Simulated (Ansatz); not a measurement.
# ScB3 (built on the sites of a database entry of ScGa3): following an unstable mode

Aim: this structure of ScB3 (built on the sites of a database entry of ScGa3) is to be tested for unstable modes, and one is followed downhill.

Main program and level: Ansatz 0.2.0; DFT LDA, scalar-relativistic, plane waves, norm-conserving pseudopotentials.

Report form: the programs' logs are mostly left out.

The structure was built from a prototype and need not be the compound's stable phase.

## 1. Starting point

Symmetry: Pm-3m, No. 221, cubic system. The conventional cell has a = 3.264 Å, b = 3.264 Å, c = 3.264 Å, α = 90.00°, β = 90.00°, γ = 90.00°. Nearest to Sc lie 12 B at 2.31 Å. Nearest to B lie 4 Sc at 2.31 Å and 8 B at 2.31 Å. Farther neighbours are not listed.

As a file:

```cif
data_structure
_symmetry_space_group_name_H-M 'P 1'
_symmetry_Int_Tables_number 1
_cell_length_a 3.2640
_cell_length_b 3.2640
_cell_length_c 3.2640
_cell_angle_alpha 90.000
_cell_angle_beta 90.000
_cell_angle_gamma 90.000
_cell_volume 34.77
loop_
_atom_site_label
_atom_site_type_symbol
_atom_site_fract_x
_atom_site_fract_y
_atom_site_fract_z
_atom_site_occupancy
Sc1 Sc 0.00000 0.00000 0.00000 1
B2 B 0.00000 0.50000 0.50000 1
B3 B 0.50000 0.00000 0.50000 1
B4 B 0.50000 0.50000 0.00000 1
```

## 2. The dispersion

The cell comes from relaxations at this level that are not shown. Stability and thermal properties need the whole zone. Linear response on a 4×4×4 q mesh gives force constants as far as a supercell of that size would.

input.yaml

```yaml
crystal:
  lattice:
    - [3.264037933, 0.0, 0.0]
    - [0.0, 3.264037933, 0.0]
    - [0.0, 0.0, 3.264037933]
  atoms:
    - { symbol: Sc, position: [0.0, 0.0, 0.0] }
    - { symbol: B, position: [0.0, 0.5, 0.5] }
    - { symbol: B, position: [0.5, 0.0, 0.5] }
    - { symbol: B, position: [0.5, 0.5, 0.0] }
kpoints:
  mp_grid: { grid: [12, 12, 12] }
hamiltonian:
  xc: lda
  pseudopotentials: { kind: nc }
scf:
  occupations: { method: methfessel_paxton, width: 0.15 }
output:
  eigenvalues: true
phonons:
  method: dfpt
  qmesh: [4, 4, 4]
  temperatures: { t_max: 1000, t_step: 50 }
  qpath:
    path:
      - [[0.0, 0.0, 0.0], [0.0, 0.5, 0.0], [0.5, 0.5, 0.0], [0.0, 0.0, 0.0], [0.5, 0.5, 0.5], [0.0, 0.5, 0.0]]
      - [[0.5, 0.5, 0.5], [0.5, 0.5, 0.0]]
    npoints: 10
```

Run with:

```console
ansatz run input.yaml --threads 4 --pin off --max-ram 7168MiB --backend cpu --events-out ev --progress --plain --runs-dir out
```

It took 21 min on 4 threads of Arm Neoverse V1, shared host; peak memory 4.5 GiB.

Numbers from this step:

- volume per atom: 8.694 Å³
- gap on the k-mesh: 0 eV
- sum-rule residual before enforcement: 4.67e-5 eV/Å²
- lowest frequency on the path: -529.3 cm⁻¹
- point group: m-3m
- highest frequency on the path or at a solved wavevector: 644.7 cm⁻¹
- highest optical mode at the zone centre (no LO-TO term): 644.0 cm⁻¹
- lowest optical zone-centre mode: -404.2 cm⁻¹
- lowest mode on the q mesh (acoustic modes at Γ apart): -529.3 cm⁻¹

Frequencies (cm⁻¹) solved at each irreducible wavevector; negative means imaginary. Frequencies by wavevector, by row:

```
q in reciprocal lattice units  star  mode 1  mode 2  mode 3  mode 4  mode 10  mode 11  mode 12
                        0 0 0     1  -404.2  -404.2  -404.2       0      644      644      644
                     0 0 0.25     6  -361.7  -361.7  -328.1   142.1    617.6    617.6    621.9
                     0 0 -0.5     3  -266.4  -266.4  -154.6   212.4    543.1      577      577
                  0 0.25 0.25    12  -361.2  -339.1  -252.7   216.9    535.9    592.1    633.4
                  0 0.25 -0.5    12  -326.5  -312.3  -101.3   286.5    561.5    565.2    612.6
                  0 -0.5 -0.5     3  -436.1  -270.8   122.9   320.6    591.9    619.7    619.7
               0.25 0.25 0.25     8  -412.4  -258.8  -258.8   210.3    569.7    622.8    622.8
               0.25 0.25 -0.5    12    -426  -253.3  -230.8   188.2    574.9    605.4    608.3
               0.25 -0.5 -0.5     6  -477.8  -284.8  -166.1   176.4    615.7    621.7    621.7
               -0.5 -0.5 -0.5     1  -529.3  -290.5  -290.5    52.5    634.3    634.3    634.3
```

Interpolated from a 4×4×4 q mesh. Phonon branches along the path, in cm⁻¹:

```
    point  branch 1  branch 2  branch 3  branch 4  branch 9  branch 10  branch 11  branch 12
        Γ      -404      -404      -404         0       399        644        644        644
  halfway      -362      -362      -328       142       482        618        618        622
        X      -266      -266      -155       212       540        543        577        577
  halfway      -326      -312      -101       286       546        562        565        613
        M      -436      -271       123       321       425        592        620        620
  halfway      -361      -339      -253       217       529        536        592        633
        Γ      -404      -404      -404         0       399        644        644        644
  halfway      -412      -259      -259       210       485        570        623        623
        R      -529      -290      -290        52       589        634        634        634
  halfway      -426      -253      -231       188       566        575        605        608
        X      -266      -266      -155       212       540        543        577        577
jump to R      -529      -290      -290        52       589        634        634        634
  halfway      -478      -285      -166       176       547        616        622        622
        M      -436      -271       123       321       425        592        620        620
```

Symmetry leaves 10 wavevectors to solve. The lowest mode among them, the acoustic zeros apart, lies at q = (-0.5, -0.5, -0.5) and is imaginary, 529.3i cm⁻¹, so the energy falls along it.

## 3. The mode frozen in, largest atomic shift 0 Å

The mode followed lies at q = (0.25, -0.5, -0.5) with frequency 477.8i cm⁻¹, one of the unstable modes though not the softest. At small amplitude the distorted cell has space group no. 139 by a symmetry search on the positions. The undistorted cell that holds it gives the zero of energy on the same k mesh.

System of this step: ScB3 (built on the sites of a database entry of ScGa3). It takes space group Pm-3m (No. 221, cubic). The conventional cell has a = 3.264 Å, b = 3.264 Å, c = 3.264 Å, α = 90.00°, β = 90.00°, γ = 90.00°. Nearest to Sc lie 12 B at 2.31 Å. Nearest to B lie 8 B at 2.31 Å and 4 Sc at 2.31 Å. Nearest to B lie 8 B at 2.31 Å and 4 Sc at 2.31 Å. Farther neighbours are not listed.

input.yaml

```yaml
crystal:
  lattice:
    - [0.0, -3.264037933, -3.264037933]
    - [0.0, -3.264037933, 3.264037933]
    - [-6.5280758659, -3.264037933, 0.0]
  atoms:
    - { symbol: Sc, position: [0.75, 0.75, 0.5] }
    - { symbol: Sc, position: [0.25, 0.25, 0.5] }
    - { symbol: Sc, position: [0.5, 0.5, 1.0] }
    - { symbol: Sc, position: [0.0, 0.0, 1.0] }
    - { symbol: B, position: [0.5, 0.0, 0.0] }
    - { symbol: B, position: [0.0, 0.5, 0.0] }
    - { symbol: B, position: [0.25, 0.75, 0.5] }
    - { symbol: B, position: [0.75, 0.25, 0.5] }
    - { symbol: B, position: [0.125, 0.625, 0.25] }
    - { symbol: B, position: [0.625, 0.125, 0.25] }
    - { symbol: B, position: [0.875, 0.375, 0.75] }
    - { symbol: B, position: [0.375, 0.875, 0.75] }
    - { symbol: B, position: [0.625, 0.625, 0.25] }
    - { symbol: B, position: [0.125, 0.125, 0.25] }
    - { symbol: B, position: [0.375, 0.375, 0.75] }
    - { symbol: B, position: [0.875, 0.875, 0.75] }
kpoints:
  mp_grid: { grid: [8, 8, 8] }
hamiltonian:
  xc: lda
  pseudopotentials: { kind: nc }
scf:
  occupations: { method: methfessel_paxton, width: 0.15 }
output:
  forces: true
  stress: true
  eigenvalues: true
```

Run time: 29 s. Hardware: 4 threads; peak memory 1.5 GiB; 1.8 min of CPU time.

Numbers from this step:

```yaml
pressure: 0.008560 GPa
energy_from_the_undistorted_cell: 0 meV/atom
```

The run ends at a pressure of 0.01 GPa.

## 4. The mode frozen in, largest atomic shift 0.45 Å

The atoms are moved along the unstable eigenvector, the largest shift by 0.45 Å, with the cell fixed.

input.yaml

```yaml
crystal:
  lattice:
    - [0.0, -3.264037933, -3.264037933]
    - [0.0, -3.264037933, 3.264037933]
    - [-6.5280758659, -3.264037933, 0.0]
  atoms:
    - { symbol: Sc, position: [0.75, 0.75, 0.5] }
    - { symbol: Sc, position: [0.25, 0.25, 0.5] }
    - { symbol: Sc, position: [0.5, 0.5, 1.0] }
    - { symbol: Sc, position: [0.0, 0.0, 1.0] }
    - { symbol: B, position: [0.4655334888, -0.0344665112, 0.0689330224] }
    - { symbol: B, position: [0.0344665112, 0.5344665112, -0.0689330224] }
    - { symbol: B, position: [0.25, 0.75, 0.5] }
    - { symbol: B, position: [0.75, 0.25, 0.5] }
    - { symbol: B, position: [0.1825515055, 0.6825515055, 0.25] }
    - { symbol: B, position: [0.5674484945, 0.0674484945, 0.25] }
    - { symbol: B, position: [0.9325515055, 0.4325515055, 0.75] }
    - { symbol: B, position: [0.3174484945, 0.8174484945, 0.75] }
    - { symbol: B, position: [0.5674484945, 0.6825515055, 0.25] }
    - { symbol: B, position: [0.1825515055, 0.0674484945, 0.25] }
    - { symbol: B, position: [0.3174484945, 0.4325515055, 0.75] }
    - { symbol: B, position: [0.9325515055, 0.8174484945, 0.75] }
kpoints:
  mp_grid: { grid: [8, 8, 8] }
hamiltonian:
  xc: lda
  pseudopotentials: { kind: nc }
scf:
  occupations: { method: methfessel_paxton, width: 0.15 }
output:
  forces: true
  stress: true
  eigenvalues: true
```

Wall time 30 s (4 threads); peak memory 1.5 GiB.

Numbers from this step:

| Item | Value |
| --- | --- |
| pressure | 16.61 GPa |
| energy from the undistorted cell | -295.8 meV/atom |

The energy, extrapolated to zero smearing, is -295.85 meV/atom against the undistorted cell.

The run ends at a pressure of 16.61 GPa, with forces up to 1.1 eV/Å.

## 5. Energy along the mode, all amplitudes (two of the runs are shown above)

An imaginary frequency means negative curvature, so the energy should fall and then rise again as anharmonic terms take over.

This step gave:

| Property | Result |
| --- | --- |
| depth at the lowest point sampled | 295.8 meV/atom |
| largest atomic shift at that point | 0.45 Å |

The energy from the parent by largest atomic shift:

```
largest atomic shift (Å)  energy from the parent (meV/atom)
                   0.000                                  0
                   0.040                              -3.58
                   0.080                              -14.5
                   0.140                              -45.5
                   0.220                               -111
                   0.320                               -209
                   0.450                               -296
                   0.600                               -141
```

Displacement at unit largest shift by atom:

```
atom  x (Å)  y (Å)  z (Å)  size
 Sc1   0.00   0.00   0.00  0.00
 Sc2   0.00   0.00   0.00  0.00
 Sc3   0.00   0.00   0.00  0.00
 Sc4   0.00   0.00   0.00  0.00
  B5  -1.00   0.00   0.00  1.00
  B6   1.00   0.00   0.00  1.00
  B7   0.00   0.00   0.00  0.00
  B8   0.00   0.00   0.00  0.00
  B9   0.00  -0.83   0.00  0.83
 B10   0.00   0.83   0.00  0.83
 B11   0.00  -0.83   0.00  0.83
 B12   0.00   0.83   0.00  0.83
 B13   0.00   0.00   0.83  0.83
 B14   0.00   0.00  -0.83  0.83
 B15   0.00   0.00   0.83  0.83
 B16   0.00   0.00  -0.83  0.83
```

The lowest of the steps tried is at 0.45 Å, 296 meV/atom below the parent; the bottom of the well need not coincide with a step.

## 6. Relaxing from the distorted cell

Starting from the lowest point found, all atoms and the cell are let go, so that strain and other modes of the same symmetry can join in.

input.yaml, as its differences from that of step 4:

```diff
@@ -33 +33,6 @@
   eigenvalues: true
+relax:
+  adjacent_minimum: "off"
+  f_tol: 0.002
+  max_steps: 120
+  cell: { stress_tol: 0.03 }
```

Wall time 5 min (4 threads); peak memory 1.7 GiB.

The steps of the relaxation:

```
step  energy less that of the first step (eV)  largest force component (eV/Å)  pressure (GPa)  volume (Å³)
   1                                   0.0000                          0.8765           16.61       139.10
   2                                  -1.2371                          0.5262            1.58       151.95
   3                                  -1.3884                          0.2496           -0.27       155.37
   4                                  -1.3979                          0.0085           -0.17       155.40
   5                                  -1.3982                          0.0050           -0.01       155.27
   6                                  -1.3982                          0.0006            0.00       155.24
  7*                                  -1.4170                          0.0011            0.19       155.24
   8                                  -1.4171                          0.0017           -0.01       155.45
  9*                                  -1.4172                          0.0017           -0.01       155.45
```

Relaxation steps marked * repeat the geometry before them on a plane-wave basis chosen anew for their cell, so energy and pressure can jump there.

The run keeps the 16 symmetry operations that it works with, so distortions that break them were not tested.

```
conventional cell, symmetrised  before   after   change
                         a (Å)   4.616   4.869   +5.5 %
                         b (Å)   4.616   4.869   +5.5 %
                         c (Å)  13.056  13.115   +0.5 %
              volume (Å³/atom)    8.69    9.72  +11.8 %
```

The atoms that moved most (Å, as changes of fractional coordinates times the final cell):

```
atom      dx      dy      dz  length
  B9  -0.084  -0.104   0.000   0.134
 B10  -0.084   0.104   0.000   0.134
 B16   0.084   0.000  -0.104   0.134
 B11   0.084  -0.104   0.000   0.134
 B15   0.084   0.000   0.104   0.134
 B13  -0.084   0.000   0.104   0.134
 B14  -0.084   0.000  -0.104   0.134
 B12   0.084   0.104   0.000   0.134
```

Final coordinates:

```cif
data_structure
_symmetry_space_group_name_H-M 'P 1'
_symmetry_Int_Tables_number 1
_cell_length_a 4.8688
_cell_length_b 4.8688
_cell_length_c 7.4064
_cell_angle_alpha 70.811
_cell_angle_beta 70.811
_cell_angle_gamma 90.000
_cell_volume 155.45
loop_
_atom_site_label
_atom_site_type_symbol
_atom_site_fract_x
_atom_site_fract_y
_atom_site_fract_z
_atom_site_occupancy
Sc1 Sc 0.75000 0.75000 0.50000 1
Sc2 Sc 0.25000 0.25000 0.50000 1
Sc3 Sc 0.50000 0.50000 0.00000 1
Sc4 Sc 0.00000 0.00000 0.00000 1
B5 B 0.46446 0.96446 0.07108 1
B6 B 0.03554 0.53554 0.92892 1
B7 B 0.25000 0.75000 0.50000 1
B8 B 0.75000 0.25000 0.50000 1
B9 B 0.19133 0.69133 0.26278 1
B10 B 0.54588 0.04588 0.26278 1
B11 B 0.95412 0.45412 0.73722 1
B12 B 0.30867 0.80867 0.73722 1
B13 B 0.54588 0.69133 0.26278 1
B14 B 0.19133 0.04588 0.26278 1
B15 B 0.30867 0.45412 0.73722 1
B16 B 0.95412 0.80867 0.73722 1
```

This step gave:

```yaml
pressure: -0.006036 GPa
volume_per_atom: 9.716 Å³
```

The distorted start has space group I4/mmm; the relaxation ends in I4/mmm.

## 7. The phases reached

The phases reached along the modes that were followed are set side by side.

Energies are those of the first relaxation, on the mesh of the frozen mode; space group, volume and gap are those of the last relaxation. Phases, by row:

```
                   mode frozen in  space group  energy from parent (meV/atom)  volume (Å³/atom)  gap on mesh (eV)  lowest zone-centre optical mode (cm⁻¹)  largest shift (Å)
                           parent        Pm-3m                              0             8.694                 0                                       –                  –
q = (-0.5, -0.5, -0.5), 529i cm⁻¹        Fm-3m                         -446.1              9.85                 0                                   273.3              0.448
q = (0.25, -0.5, -0.5), 478i cm⁻¹       I4/mmm                         -384.4              9.72                 0                                       –              0.508
```

## 8. Outcome

- unstable mode of the parent: q = (0.25, -0.5, -0.5), 478i cm⁻¹
- depth at the lowest point sampled: 296 meV/atom
- largest atomic shift at that point: 0.45 Å
- space group reached (within 0.01 Å): I4/mmm
- energy gained over the parent (first relaxation, on the mesh of the frozen mode): 384 meV/atom
- volume per atom, phase reached: 9.72 Å³

What this shows: Along this mode the structure falls into I4/mmm, 384 meV/atom below the parent. At the parent's cell the well is 295.8 meV/atom deep on the steps tried, with its lowest point at a shift of 0.45 Å. Relaxing atoms and cell changes the gain by +88.57 meV/atom against the lowest step (energies at zero smearing). The modes of the phase reached were not computed on this path. Of the 2 patterns followed to their end from this parent, this one ends 61.7 meV/atom above the lowest, Fm-3m. Each path keeps the symmetry of its pattern, so a lower phase may lie along a pattern not tried. With no gap, or one that is small against the smearing, the frequencies hang on the k mesh and the smearing, most of all near Kohn anomalies. The volume moved by more than a tenth on the k mesh of the start, so the energy gain is rough. The starting cell was built on a prototype and not taken from a measurement, so the phase need not exist.

[Logs are printed without paths, hosts, clocks, repeated set-up lines and the standing remarks that a program may print on its own settings, such as how far it seeks lower states.]

[Hosts, paths, dates, database ids (printed as entryN), source tags and the programs' standing remarks are cut or masked in the printed files.]
